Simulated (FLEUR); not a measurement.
# CoO: which magnetic order is lowest, part 2 of 2

Wanted: the moments of CoO and the energy of each order that was tried.

FLEUR MaX-R8.1; PBE with U = 3.5 eV on Co d; all-electron FLAPW, Dirac cores, scalar-relativistic bands.

So far, largest spin moment in the muffin-tin sphere (μB): step 2 (start 1: ferro +) 2.73.

## (3) Run 2 (antiferro q=(0,1/2,1/2) +-)

Another pattern of signs weighs the neighbour shells otherwise.

This order needs a doubled cell of 4 atoms. The mesh is halved along the doubled vector, so that both cells sample the same points. The k list default-1 (kpts.xml, not shown) is a Γ-centred 10×5×10 mesh.

inp.xml

```
<?xml version="1.0" encoding="UTF-8" standalone="no"?>
<fleurInput fleurInputVersion="0.39">
   <comment>
      CoO
   </comment>
   <calculationSetup>
      <cutoffs Kmax="4.23" Gmax="12.7" GmaxXC="12.7" numbands="0"/>
      <scfLoop itmax="120" minDistance="0.0001" maxIterBroyd="15" imix="Anderson" alpha="0.05" precondParam="0.0" spinf="2.0" sdNocoIR="T"/>
      <coreElectrons ctail="T" frcor="F" kcrel="0" coretail_lmax="0"/>
      <xcFunctional name="pbe" relativisticCorrections="F"/>
      <magnetism jspins="2"/>
      <soc l_soc="F" theta="0.0" phi="0.0" spav="F"/>
      <expertModes spex="0" secvar="F"/>
      <geometryOptimization l_f="F" forcealpha="1.0" forcemix="BFGS" epsdisp="0.00001" epsforce="0.00001"/>
      <ldaU l_linMix="F" mixParam="0.05" spinf="1.0"/>
   </calculationSetup>
   <cell>
      <bzIntegration valenceElectrons="46.0" mode="hist" fermiSmearingEnergy="0.00183747">
         <kPointListSelection listName="default-1"/>
         <xi:include xmlns:xi="http://www.w3.org/2001/XInclude" href="kpts.xml"> </xi:include>
      </bzIntegration>
      <xi:include xmlns:xi="http://www.w3.org/2001/XInclude" href="sym.xml"> </xi:include>
      <bulkLattice scale="1.0">
         <bravaisMatrix>
            <row-1>    0.0000000000000000     4.0279512345848998     4.0279512345848998</row-1>
            <row-2>    8.0559024691697996     0.0000000000000000     8.0559024691697996</row-2>
            <row-3>    8.0559024691697996     4.0279512345848998     4.0279512345848998</row-3>
         </bravaisMatrix>
      </bulkLattice>
   </cell>
   <atomSpecies>
      <species name="Cobalt (Co3.000" element="Co" atomicNumber="27">
         <mtSphere radius="2.51" gridPoints="829" logIncrement="0.015"/>
         <atomicCutoffs lmax="10" lnonsphr="8"/>
         <electronConfig flipSpins="F">
            <coreConfig>(1s1/2) (2s1/2) (2p1/2) (2p3/2)</coreConfig>
            <valenceConfig>(3s1/2) (3p1/2) (3p3/2) (4s1/2) (3d3/2) (3d5/2)</valenceConfig>
            <stateOccupation state="(3d3/2)" spinUp="2.0" spinDown="0.8"/>
            <stateOccupation state="(3d5/2)" spinUp="3.0" spinDown="1.2"/>
         </electronConfig>
         <energyParameters s="4" p="4" d="3" f="4"/>
         <ldaU l="2" U="3.5" J="0.0" l_amf="F"/>
         <lo type="SCLO" l="0" n="3" eDeriv="0"/>
         <lo type="SCLO" l="1" n="3" eDeriv="0"/>
      </species>
      <species name="Cobalt (Co-3.000" element="Co" atomicNumber="27">
         <mtSphere radius="2.51" gridPoints="829" logIncrement="0.015"/>
         <atomicCutoffs lmax="10" lnonsphr="8"/>
         <electronConfig flipSpins="F">
            <coreConfig>(1s1/2) (2s1/2) (2p1/2) (2p3/2)</coreConfig>
            <valenceConfig>(3s1/2) (3p1/2) (3p3/2) (4s1/2) (3d3/2) (3d5/2)</valenceConfig>
            <stateOccupation state="(3d3/2)" spinUp="0.8" spinDown="2.0"/>
            <stateOccupation state="(3d5/2)" spinUp="1.2" spinDown="3.0"/>
         </electronConfig>
         <energyParameters s="4" p="4" d="3" f="4"/>
         <ldaU l="2" U="3.5" J="0.0" l_amf="F"/>
         <lo type="SCLO" l="0" n="3" eDeriv="0"/>
         <lo type="SCLO" l="1" n="3" eDeriv="0"/>
      </species>
      <species name="Oxygen (O)" element="O" atomicNumber="8">
         <mtSphere radius="1.42" gridPoints="471" logIncrement="0.022"/>
         <atomicCutoffs lmax="6" lnonsphr="4"/>
         <electronConfig flipSpins="F">
            <coreConfig>(1s1/2)</coreConfig>
            <valenceConfig>(2s1/2) (2p1/2) (2p3/2)</valenceConfig>
            <stateOccupation state="(2p1/2)" spinUp="0.666667" spinDown="0.666667"/>
            <stateOccupation state="(2p3/2)" spinUp="1.333333" spinDown="1.333333"/>
         </electronConfig>
         <energyParameters s="2" p="2" d="3" f="4"/>
      </species>
   </atomSpecies>
   <atomGroups>
      <atomGroup species="Cobalt (Co3.000">
         <relPos label="                   1">.0000000000 .0000000000 .0000000000</relPos>
         <force calculate="T" relaxXYZ="TTT"/>
      </atomGroup>
      <atomGroup species="Cobalt (Co-3.000">
         <relPos label="                   2">.0000000000 1.000/2.000 .0000000000</relPos>
         <force calculate="T" relaxXYZ="TTT"/>
      </atomGroup>
      <atomGroup species="Oxygen (O)">
         <relPos label="                   3">1.000/2.000 .0000000000 1.000/2.000</relPos>
         <force calculate="T" relaxXYZ="TTT"/>
      </atomGroup>
      <atomGroup species="Oxygen (O)">
         <relPos label="                   4">1.000/2.000 1.000/2.000 1.000/2.000</relPos>
         <force calculate="T" relaxXYZ="TTT"/>
      </atomGroup>
   </atomGroups>
   <output dos="F" band="F" slice="F">
      <bandDOS minEnergy="-.5*Htr" maxEnergy="0.5*Htr" sigma="0.015" storeEVData="T"/>
      <plotting iplot="0" polar="F">
         <plot TwoD="T" vec1="  1.0  0.0  0.0" vec2="  0.0  1.0  0.0" vec3="  0.0  0.0  1.0" zero="  0.0  0.0  0.0" file="plot"/>
      </plotting>
      <moessbauerParams electricFieldGradient="F" isomerShift="F" coreHyperfine="F" valenceHyperfine="F"/>
   </output>
</fleurInput>
```

crystal.txt

```
CoO
&input film=F cartesian=F /
0.00000000000  2.13150000000  2.13150000000
4.26300000000  0.00000000000  4.26300000000
4.26300000000  2.13150000000  2.13150000000
1.8897261246
1.0 1.0 1.0

4
27 0.00000000000  0.00000000000  0.00000000000 : 3.000
27 0.00000000000  0.50000000000  0.00000000000 : -3.000
8 0.50000000000  0.00000000000  0.50000000000
8 0.50000000000  0.50000000000  0.50000000000

&kpt div1=10 div2=5 div3=10 gamma=T /
```

Launch:

```console
OMP_NUM_THREADS=1 inpgen -f crystal.txt > inpgen.log  # inp.xml is then edited as shown
OMP_NUM_THREADS=1 mpirun -n 2 fleur_MPI > fleur.log
```

Log:

```text
[banner, memory and clock lines left out]
Welcome to FLEUR        (www.flapw.de)
      MaX-Release 8.1          (www.max-centre.eu)

 ========== k-point set info ==========
 Selected k-point list: default-1
 k-point list type: mesh
 0 x 0 x 0
 Number of k points: 142

 ------------Calculation Setup---------------------------
 Number of PE/node        :            2
 Number of OMP-threads    :            1
 k-points in parallel     :            2
 pe's per k-point         :            1
 No of k-point loops      :           71
 Eigenvalue solver        :       lapack
 Number of basis functions:          372
 Approximate size of matrices (H+S) per k-point:         0.002 GB
 no density matrix found ... skipping LDA+U
 Reset of history
 Iteration:     1   Distance:      27.49300318 me/bohr^3
 Iteration:     2   Distance:      31.70862143 me/bohr^3
 Iteration:     3   Distance:      29.48740008 me/bohr^3
 Iteration:     4   Distance:      22.51222986 me/bohr^3
 Iteration:     5   Distance:      19.62189348 me/bohr^3
 Iteration:     6   Distance:      17.62563612 me/bohr^3
 Iteration:     7   Distance:       8.10647954 me/bohr^3
 Iteration:     8   Distance:       5.21299095 me/bohr^3
 Iteration:     9   Distance:       4.54289760 me/bohr^3
 Iteration:    10   Distance:       2.75395944 me/bohr^3
 Iteration:    11   Distance:       1.79091803 me/bohr^3
 Iteration:    12   Distance:       1.15243780 me/bohr^3
 Iteration:    13   Distance:       0.27628857 me/bohr^3
 Iteration:    14   Distance:       0.23119787 me/bohr^3
 Iteration:    15   Distance:       0.01982265 me/bohr^3
 Iteration:    16   Distance:       0.01357153 me/bohr^3
 Iteration:    17   Distance:       0.01300126 me/bohr^3
 Iteration:    18   Distance:       0.00835293 me/bohr^3
 Iteration:    19   Distance:       0.00433091 me/bohr^3
 Iteration:    20   Distance:       0.00137454 me/bohr^3
 Iteration:    21   Distance:       0.00036298 me/bohr^3
 Iteration:    22   Distance:       0.00022262 me/bohr^3
 Iteration:    23   Distance:       0.00004567 me/bohr^3

 ********************************************************************
 Run finished successfully
 Stop message:
   all done
 ********************************************************************

--- out.xml (last complete iteration) ---
<iteration numberForCurrentRun="   23" overallNumber="   23">
         [... left out ...]
         <bandgap value="0.3131960903" units="eV"/>
         <sumValenceSingleParticleEnergies value="-31.9034870982" units="Htr"/>
         <FermiEnergy value="0.3159595244" units="Htr"/>
         <valenceDensity>
            <mtCharges spin="1">
               <mtCharge atomType="1" total="9.5069242" s="1.1967391" p="3.2462956" d="4.9839387" f="0.0558817"/>
               <mtCharge atomType="2" total="6.7489417" s="1.1697309" p="3.2225581" d="2.2809212" f="0.0529301"/>
               <mtCharge atomType="3" total="2.2259917" s="0.6989742" p="1.5241682" d="0.0024491" f="0.0003335"/>
               <mtCharge atomType="4" total="2.3341449" s="0.7085047" p="1.6216137" d="0.0034761" f="0.0004616"/>
            </mtCharges>
            <mtCharges spin="2">
               <mtCharge atomType="1" total="6.7489417" s="1.1697309" p="3.2225581" d="2.2809212" f="0.0529301"/>
               <mtCharge atomType="2" total="9.5069242" s="1.1967391" p="3.2462956" d="4.9839387" f="0.0558817"/>
               <mtCharge atomType="3" total="2.3341449" s="0.7085047" p="1.6216137" d="0.0034761" f="0.0004616"/>
               <mtCharge atomType="4" total="2.2259917" s="0.6989742" p="1.5241682" d="0.0024491" f="0.0003335"/>
            </mtCharges>
            <spinDependentCharge spin="1" total="23.0000000" interstitial="2.1839975" mtSpheres="20.8160025"/>
            <spinDependentCharge spin="2" total="23.0000000" interstitial="2.1839975" mtSpheres="20.8160025"/>
            <totalCharge value="46.0000000000"/>
         </valenceDensity>
         [... left out ...]
         <magneticMomentsInMTSpheres units="muBohr">
            <globalMagMoment atomType="1" vec="0.00000   0.00000   2.75798"/>
            <localMagMoment atomType="1" vec="0.00000   0.00000   2.75798"/>
            <globalMagMoment atomType="2" vec="0.00000   0.00000  -2.75798"/>
            <localMagMoment atomType="2" vec="0.00000   0.00000  -2.75798"/>
            <globalMagMoment atomType="3" vec="0.00000   0.00000  -0.10815"/>
            <localMagMoment atomType="3" vec="0.00000   0.00000  -0.10815"/>
            <globalMagMoment atomType="4" vec="0.00000   0.00000   0.10815"/>
            <localMagMoment atomType="4" vec="0.00000   0.00000   0.10815"/>
         </magneticMomentsInMTSpheres>
         [... left out ...]
         <totalEnergy value="    -2937.2924929501" units="Htr">
            <sumOfEigenvalues value="    -1680.8648574117">
               <coreElectrons value="-1648.9613703135"/>
               <valenceElectrons value="-31.9034870982"/>
            </sumOfEigenvalues>
            <densityCoulombPotentialIntegral value="-4481.2333338775"/>
            <densityEffectivePotentialIntegral value="-4658.3877666114"/>
            <chargeDenXCDenIntegral value="-136.5897750194"/>
            <FockExchangeEnergyValence value="0.0000000000"/>
            <FockExchangeEnergyCore value="0.0000000000"/>
         [... left out ...]
            <dftUCorrection value="-0.8857772127"/>
            <tkbTimesEntropy value="0.0000095236"/>
            <freeEnergy value="-2937.2925024738"/>
            <extrapolationTo0K value="-2937.2924977120"/>
         </totalEnergy>
         [... left out ...]
         <ldaUDensityMatrixConvergence>
            <distance spin="1" distance="0.000001"/>
            <distance spin="2" distance="0.000001"/>
         </ldaUDensityMatrixConvergence>
         <densityConvergence units="me/bohr^3">
            <chargeDensity spin="1" distance="0.0000254630"/>
            <chargeDensity spin="2" distance="0.0000254630"/>
            <overallChargeDensity distance="0.0000225349"/>
            <spinDensity distance="0.0000456687"/>
         </densityConvergence>
      </iteration>
```

Elapsed: 6.8 min, on 2 MPI ranks of Arm Neoverse N1, shared host; peak memory 0.27 GiB; 14 min of CPU time.

Spin moment in the muffin-tin sphere by atom:

```tsv
atom	spin moment in the muffin-tin sphere (μB)
Co1	2.76
Co2	-2.76
O3	-0.11
O4	0.11
```

This step gave:

| Item | Value |
| --- | --- |
| free energy | -79927.8008 eV |
| program's band gap on this mesh (in a metal only a level spacing) | 0.3132 eV |
| magnetization | 0 μB |
| final state | antiferromagnetic |

It lies 625 meV a seeded atom under the first start (under a U so large a difference can come mostly from another filling of the orbitals), and its largest moment is 2.76 μB against 2.73 μB.

## (4) Run 3 (antiferro q=(0,0,1/2) +-)

Another pattern of signs weighs the neighbour shells otherwise.

The cell is doubled to 4 atoms to hold this order. The mesh is halved along the doubled vector, so that both cells sample the same points. The k list default-1 (kpts.xml, not shown) is a Γ-centred 10×10×5 mesh.

Edit inp.xml of step 3 so:

```diff
@@ -25,4 +25,4 @@
             <row-1>    0.0000000000000000     4.0279512345848998     4.0279512345848998</row-1>
-            <row-2>    8.0559024691697996     0.0000000000000000     8.0559024691697996</row-2>
-            <row-3>    8.0559024691697996     4.0279512345848998     4.0279512345848998</row-3>
+            <row-2>    4.0279512345848998     0.0000000000000000     4.0279512345848998</row-2>
+            <row-3>    8.0559024691697996     8.0559024691697996     0.0000000000000000</row-3>
          </bravaisMatrix>
@@ -77,3 +77,3 @@
       <atomGroup species="Cobalt (Co-3.000">
-         <relPos label="                   2">.0000000000 1.000/2.000 .0000000000</relPos>
+         <relPos label="                   2">.0000000000 .0000000000 1.000/2.000</relPos>
          <force calculate="T" relaxXYZ="TTT"/>
@@ -81,7 +81,4 @@
       <atomGroup species="Oxygen (O)">
-         <relPos label="                   3">1.000/2.000 .0000000000 1.000/2.000</relPos>
-         <force calculate="T" relaxXYZ="TTT"/>
-      </atomGroup>
-      <atomGroup species="Oxygen (O)">
-         <relPos label="                   4">1.000/2.000 1.000/2.000 1.000/2.000</relPos>
+         <relPos label="                   3">1.000/2.000 1.000/2.000 1.000/4.000</relPos>
+         <relPos label="                   4">1.000/2.000 1.000/2.000 -1.000/4.000</relPos>
          <force calculate="T" relaxXYZ="TTT"/>
```

crystal.txt

```
CoO
&input film=F cartesian=F /
0.00000000000  2.13150000000  2.13150000000
2.13150000000  0.00000000000  2.13150000000
4.26300000000  4.26300000000  0.00000000000
1.8897261246
1.0 1.0 1.0

4
27 0.00000000000  0.00000000000  0.00000000000 : 3.000
27 0.00000000000  0.00000000000  0.50000000000 : -3.000
8 0.50000000000  0.50000000000  0.25000000000
8 0.50000000000  0.50000000000  0.75000000000

&kpt div1=10 div2=10 div3=5 gamma=T /
```

Log:

```text
[banner, memory and clock lines left out]
Welcome to FLEUR        (www.flapw.de)
      MaX-Release 8.1          (www.max-centre.eu)

 ========== k-point set info ==========
 Selected k-point list: default-1
 k-point list type: mesh
 0 x 0 x 0
 Number of k points: 142

 [... set-up left out ...]
 no density matrix found ... skipping LDA+U
 Reset of history
 Iteration:     1   Distance:      27.05350377 me/bohr^3
 Iteration:     2   Distance:      25.95152454 me/bohr^3
 Iteration:     3   Distance:      23.40823200 me/bohr^3
[...]
[... left out ...]
            <freeEnergy value="-2937.2490538277"/>
            <extrapolationTo0K value="-2937.2477962521"/>
         </totalEnergy>
         [... left out ...]
         <ldaUDensityMatrixConvergence>
            <distance spin="1" distance="0.000003"/>
            <distance spin="2" distance="0.000003"/>
         </ldaUDensityMatrixConvergence>
         <densityConvergence units="me/bohr^3">
            <chargeDensity spin="1" distance="0.0000457976"/>
            <chargeDensity spin="2" distance="0.0000476499"/>
            <overallChargeDensity distance="0.0000709313"/>
            <spinDensity distance="0.0000608655"/>
         </densityConvergence>
      </iteration>
```

The job ended after 8.7 min (2 MPI ranks; peak memory 0.27 GiB).

Spin moment in the muffin-tin sphere by atom:

```tsv
atom	spin moment in the muffin-tin sphere (μB)
Co1	2.63
Co2	-2.63
O3	0.00
O4	0.00
```

Numbers from this step:

| Quantity | Value |
| --- | --- |
| free energy | -79926.6185 eV |
| program's band gap on this mesh (in a metal only a level spacing) | 7.99e-7 eV |
| magnetization | 0 μB |
| final state | antiferromagnetic |

It lies 33.7 meV a seeded atom under the first start, and its largest moment is 2.63 μB against 2.73 μB.

## (5) The states side by side

Free energies are divided by the number of seeded atoms, so that cells of unlike size compare. Wavevectors q in the names are fractions of the primitive cell's reciprocal vectors.

Orders:

```tsv
start	final state	typed order kept	energy over the lowest (meV a seeded atom)	largest sphere moment (μB)	net moment (μB a primitive cell)	mesh matched	CPU time (s)
ferro +	ferromagnetic	yes	624.9	2.734	2.999	yes	70.85
antiferro q=(0,1/2,1/2) +-	antiferromagnetic	yes	0	2.758	0	yes	816.8
antiferro q=(0,0,1/2) +-	antiferromagnetic	yes	591.1	2.634	0	yes	1042
```

Eigenvalues of the occupation matrices of the first corrected atom:

```tsv
start	majority spin	minority spin
ferro +	1.03 1.03 0.98 0.98 0.98	0.66 0.66 0.66 0.16 0.16
antiferro q=(0,1/2,1/2) +-	1.03 1.02 0.98 0.98 0.98	0.97 0.97 0.17 0.13 0.04
antiferro q=(0,0,1/2) +-	1.02 1.02 0.98 0.98 0.98	0.70 0.65 0.65 0.17 0.17
```

## (6) Outcome

- moments, largest by run: 2.73, 2.76, 2.63 μB
- spread of the energies: 625 meV a seeded atom

No order can be named lowest. Under a U these runs seem to end in unlike orbital states: the occupations of the corrected shell differ between them, or their energies lie too far apart for exchange. The differences are then no exchange energies.

[Logs and program files are shortened in this print: banners, set-up blocks, solver, clock and traceback lines can be left out without a mark of their own.]

[Logs are printed without paths, hosts, clocks, repeated set-up lines and the standing remarks that a program may print on its own settings, such as how far it seeks lower states.]

[Hosts, paths, dates, database ids (printed as entryN), source tags and the programs' standing remarks are cut or masked in the printed files.]

[Where a cell is said to come from a database of computed structures, the database is the Materials Project.]
